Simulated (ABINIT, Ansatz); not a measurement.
# Converging GW for BaIBr (Pnma) in ABINIT, part 2 of 2

Aim: raise bands and screening cutoff together for BaIBr (Pnma) and follow gap and time.

ABINIT 10.8.3; PBEsol and many-body steps on it, plane waves. Known limits of the many-body steps: not at the basis limit; no spin-orbit coupling; coarse k mesh.

So far. Step 3 (Screening, 2×2×1 mesh, 94 bands, screening to 51.7 eV): Local fields lower ε∞ by 12 %. On a Γ-centred mesh this coarse the value itself is usually too large, while a short band sum pulls it down. Step 4 (94 bands, 51.7 eV): The gap on the mesh goes from 3.42 eV to 5.28 eV, a correction of +1.86 eV.

### Step 6. 199 bands, 98 eV

This step: G0W0 on PBEsol, plane waves, norm-conserving pseudopotentials.

Contents of run.abi:

```
acell 3*1.0 Angstrom
rprim 
  8.814460390000 0.000000000000 0.000000000000
  0.000000000000 5.124291030000 0.000000000000
  0.000000000000 0.000000000000 10.191678390000
ntypat 3
znucl 56 53 35
natom 12
typat 1 1 1 1 2 2 2 2 3 3 3 3
xred 
  0.728824540000 0.250000000000 0.375137030000
  0.271175460000 0.750000000000 0.624862970000
  0.771175460000 0.750000000000 0.875137030000
  0.228824540000 0.250000000000 0.124862970000
  0.471610560000 0.250000000000 0.831776550000
  0.528389440000 0.750000000000 0.168223450000
  0.028389440000 0.750000000000 0.331776550000
  0.971610560000 0.250000000000 0.668223450000
  0.856471900000 0.250000000000 0.066685850000
  0.143528100000 0.750000000000 0.933314150000
  0.643528100000 0.750000000000 0.566685850000
  0.356471900000 0.250000000000 0.433314150000
pp_dirpath "pseudos"
pseudos "Ba.upf, I.upf, Br.upf"
ecut 31
ngkpt 2 2 1
nshiftk 1
shiftk 0 0 0
kptopt 1
chksymbreak 0
istwfk *1
occopt 1
irdwfk 1
optdriver 4
nband 199
gwcalctyp 0
ecutsigx 31
symsigma 1
nkptgw 1
kptgw 
  0.0000000000 0.0000000000 0.0000000000
bdgw 
  47 50
ecuteps 3.6
irdscr 1
ppmodel 1
indata_prefix "in"
outdata_prefix "out"
tmpdata_prefix "tmp"
```

Started as:

```console
> OMP_NUM_THREADS=1 mpirun -n 8 abinit run.abi > log
```

Numbers of over 12 decimals in the logs are rounded to 6 here.

Log:

```text
.Version 10.8.3 of ABINIT. v10.8.2 released Aug 2026.

 Symmetries : space group Pn m a (# 62); Bravais oP (primitive ortho.)
[... echo of the input left out ...]
== DATASET  1 ==================================================================
-   mpi_nproc: 8, omp_nthreads: 1 (-1 if OMP is not activated)

--- !DatasetInfo
iteration_state: {dtset: 1, }
dimensions: {natom: 12, nkpt: 4, mband: 199, nsppol: 1, nspinor: 1, nspden: 1, mpw: 25646, }
cutoff_energies: {ecut:  31.0, pawecutdg:  -1.0, }
electrons: {nelect:   9.60000000E+01, charge:   0.00000000E+00, occopt:   1.00000000E+00, tsmear:   1.00000000E-02, }

 SIGMA: Calculation of the GW corrections

 Based on a program developped by R.W. Godby, V. Olevano, G. Onida, and L. Reining.
 Incorporated in ABINIT by V. Olevano, G.-M. Rignanese, and M. Torrent.
.Using double precision arithmetic ; gwpc =  8

[... cell and pseudopotentials left out ...]
--------------------------------------------------------------------------------

 ==== K-mesh for the wavefunctions ====
 Number of points in the irreducible wedge :     4
[... list of points left out ...]
 Together with  8 symmetry operations and time-reversal symmetry
 yields     4 points in the full Brillouin Zone.

 ==== Q-mesh for screening function ====
 Number of points in the irreducible wedge :     4
[... list of points left out ...]
 Together with  8 symmetry operations and time-reversal symmetry
 yields     4 points in the full Brillouin Zone.

 vcoul_init : cutoff-mode = AUXILIARY_FUNCTION
 q-points for optical limit:   1
     1)      0.000010    0.000020    0.000030
 setmesh: FFT mesh size selected  =    90x   50x  100
          total number of points  =       450000

 Number of electrons calculated from density =   96.0000; Expected =   96.0000
[...]
number of k-points in IBZ                           4
 number of q-points in IBZ                           4
 number of symmetry operations                       8
 number of k-points in BZ                            4
 number of q-points in BZ                            4
 number of frequencies for dSigma/dE                 9
 frequency step for dSigma/dE [eV]                0.25
 number of omega for Sigma on real axis              0
 max omega for Sigma on real axis  [eV]           0.00
 zcut for avoiding poles [eV]                     0.10

 EPSILON^-1 parameters (SCR file):
 dimension of the eps^-1 matrix on file            999
 dimension of the eps^-1 matrix used               999
 number of plane-waves for wavefunctions         25569
 number of bands                                   199
 number of q-points in IBZ                           4
 number of frequencies                               2
 number of real frequencies                          1
 number of imag frequencies                          1

 matrix elements of self-energy operator (all in [eV])

 Perturbative Calculation

--- !SelfEnergy_ee
iteration_state: {dtset: 1, }
kpoint     : [   0.000,    0.000,    0.000, ]
spin       : 1
KS_gap     :    3.424
QP_gap     :    4.975
Delta_QP_KS:    1.551
data: !SigmaeeData |
     Band     E0 <VxcDFT>   SigX SigC(E0)      Z dSigC/dE  Sig(E)    E-E0       E
       47   2.175 -11.876 -14.652   2.326   0.816  -0.226 -12.243  -0.367   1.809
       48   2.303 -11.707 -14.544   2.353   0.824  -0.214 -12.106  -0.399   1.904
       49   5.726  -8.190  -4.046  -2.768   0.838  -0.193  -7.038   1.152   6.878
       50   6.287  -8.025  -3.732  -2.896   0.846  -0.182  -6.843   1.182   7.469

== END DATASET(S) ==============================================================
================================================================================

 -outvars: echo values of variables after computation  --------
           etotal      0.0000000000E+00
            nband         199
             nkpt           4
          spgroup          62
 [... the other variables as echoed above ...]

 Calculation completed.
```

The job ended after 43 s (8 MPI ranks of Arm Neoverse N1, shared host; peak memory 5.5 GiB; 5.7 min of CPU time).

This step gave:

- G0W0 gap on the points computed: 4.974 eV
- starting gap on the mesh: 3.423 eV
- k of the valence top: 0, 0, 0
- k of the conduction bottom: 0, 0, 0
- Z at the valence top: 0.824
- Z at the conduction bottom: 0.838
- least direct G0W0 gap on the computed points: 4.974 eV

Against G0W0 in ABINIT (2×2×1 mesh, 94 bands, screening to 51.7 eV, Godby-Needs plasmon pole), the gap moves by −0.310 eV.

### Step 7. Screening, 2×2×1 mesh, 419 bands, screening to 149.7 eV

This step: RPA screening on PBEsol, plane waves, norm-conserving pseudopotentials.

Changes to run.abi since step 6:

```diff
@@ -33,15 +33,8 @@
 irdwfk 1
-optdriver 4
-nband 199
-gwcalctyp 0
-ecutsigx 31
-symsigma 1
-nkptgw 1
-kptgw 
-  0.0000000000 0.0000000000 0.0000000000
-bdgw 
-  47 50
-ecuteps 3.6
-irdscr 1
-ppmodel 1
+optdriver 3
+nband 419
+ecuteps 5.5
+inclvkb 2
+awtr 1
+symchi 1
 indata_prefix "in"
```

Log:

```text
.Version 10.8.3 of ABINIT. v10.8.2 released Aug 2026.

 Symmetries : space group Pn m a (# 62); Bravais oP (primitive ortho.)
[... echo of the input left out ...]
== DATASET  1 ==================================================================
-   mpi_nproc: 8, omp_nthreads: 1 (-1 if OMP is not activated)

--- !DatasetInfo
iteration_state: {dtset: 1, }
dimensions: {natom: 12, nkpt: 4, mband: 419, nsppol: 1, nspinor: 1, nspden: 1, mpw: 25646, }
cutoff_energies: {ecut:  31.0, pawecutdg:  -1.0, }
[...]
--------------------------------------------------------------------------------
[... chi0 elements left out ...]
 For q-point:  0.000010 0.000020 0.000030
  dielectric constant =   4.0959
  dielectric constant without local fields =   4.8467

  Average fulfillment of the sum rule on Im[epsilon] for q-point    1 :     88.78  [%]
[... wings left out ...]
  q-point number  2        q = ( 0.500000, 0.000000, 0.000000) [r.l.u.]
--------------------------------------------------------------------------------
[... chi0 elements left out ...]
  Average fulfillment of the sum rule on Im[epsilon] for q-point    2 :     93.30  [%]

 [... 2 further q-points ...]
```

Wall time 27 min (8 MPI ranks); peak memory 13 GiB; 3.6 h of CPU time.

This step gave:

- ε∞ with local fields, on this mesh, along the program's q direction: 4.096
- the same without local fields: 4.847
- plasma frequency: 16.96 eV
- plane waves in the screening matrix: 1915

### Step 8. 419 bands, 149.7 eV

This step: G0W0 on PBEsol, plane waves, norm-conserving pseudopotentials.

Changes to run.abi since step 7:

```diff
@@ -33,8 +33,16 @@
 irdwfk 1
-optdriver 3
+optdriver 4
 nband 419
+gwcalctyp 0
+ecutsigx 31
+symsigma 1
+nkptgw 1
+kptgw 
+  0.0000000000 0.0000000000 0.0000000000
+bdgw 
+  47 50
 ecuteps 5.5
-inclvkb 2
-awtr 1
-symchi 1
+irdscr 1
+ppmodel 1
+gwmem 00
 indata_prefix "in"
```

Log:

```text
.Version 10.8.3 of ABINIT. v10.8.2 released Aug 2026.

 Symmetries : space group Pn m a (# 62); Bravais oP (primitive ortho.)
[... echo of the input left out ...]
== DATASET  1 ==================================================================
-   mpi_nproc: 8, omp_nthreads: 1 (-1 if OMP is not activated)

--- !DatasetInfo
iteration_state: {dtset: 1, }
dimensions: {natom: 12, nkpt: 4, mband: 419, nsppol: 1, nspinor: 1, nspden: 1, mpw: 25646, }
cutoff_energies: {ecut:  31.0, pawecutdg:  -1.0, }
[...]
48   2.303 -11.707 -14.544   1.867   0.814  -0.229 -12.496  -0.790   1.513
       49   5.726  -8.190  -4.046  -3.129   0.833  -0.201  -7.345   0.845   6.571
       50   6.287  -8.025  -3.732  -3.243   0.839  -0.191  -7.144   0.882   7.169

== END DATASET(S) ==============================================================
================================================================================

 -outvars: echo values of variables after computation  --------
           etotal      0.0000000000E+00
            nband         419
             nkpt           4
          spgroup          62
 [... the other variables as echoed above ...]

 Calculation completed.
```

Run time: 4.4 min. Hardware: 8 MPI ranks; peak memory 4.6 GiB; 36 min of CPU time.

Numbers from this step:

* G0W0 gap on the points computed: 5.058 eV
* starting gap on the mesh: 3.423 eV
* k of the valence top: 0, 0, 0
* k of the conduction bottom: 0, 0, 0
* least direct G0W0 gap on the computed points: 5.058 eV

Against G0W0 in ABINIT (2×2×1 mesh, 199 bands, screening to 98 eV, Godby-Needs plasmon pole), the gap moves by +0.084 eV.

### Step 9. The runs together

Times are wall times on 8 MPI ranks of Arm Neoverse N1, shared host, good to a factor of about two. A run's time includes the screening step that it read.

```
                run   mesh  bands  screening cutoff (eV)  DFT gap (eV)  gap on the mesh (eV)  direct (eV)  ε∞ used     time
  94 bands, 51.7 eV  2×2×1     94                   51.7         3.423                 5.284        5.284     4.03    2 min
   199 bands, 98 eV  2×2×1    199                     98         3.423                 4.974        4.974     4.09  7.3 min
419 bands, 149.7 eV  2×2×1    419                  149.7         3.423                 5.058        5.058     4.10   31 min
```

### Step 10. Summary of results

```json
{
  "94 bands, 51.7 eV": "5.284 eV",
  "199 bands, 98 eV": "4.974 eV",
  "419 bands, 149.7 eV": "5.058 eV",
  "known limits": "not at the basis limit; no spin-orbit coupling; coarse k mesh"
}
```

From the first rung to the last the gap moves by −0.23 eV for 15 times the time. The gap turns back along the series, so no limit is drawn from it. In the G0W0 runs levels were corrected at 1 k point alone, so a gap called «on the mesh» is the least over those, and an edge elsewhere would be missed. The 2×2×1 mesh is coarse for this cell, which bears on the long-range parts of exchange and screening. The many-body steps are scalar-relativistic: spin-orbit coupling is not in them.

[Paths, hosts, dates, memory and timing lines, banners, echoed tables and standing remarks are left out of the program output.]

[Logs are printed without paths, hosts, clocks, repeated set-up lines and the standing remarks that a program may print on its own settings, such as how far it seeks lower states.]

[Runs of the session that timed out or met a known fault of the program may be left out.]

[Hosts, paths, dates, database ids (printed as entryN), source tags and the programs' standing remarks are cut or masked in the printed files.]

[G0W0 gaps are taken among the corrected bands and points alone; a level outside them can change the order at an edge.]

[Where Ansatz stands beside ABINIT at settings called matched, ABINIT's density can come from a denser mesh and the files from another edition; pairs whose starting gaps differed by over 0.03 eV were left out, so agreement reads better than it is.]
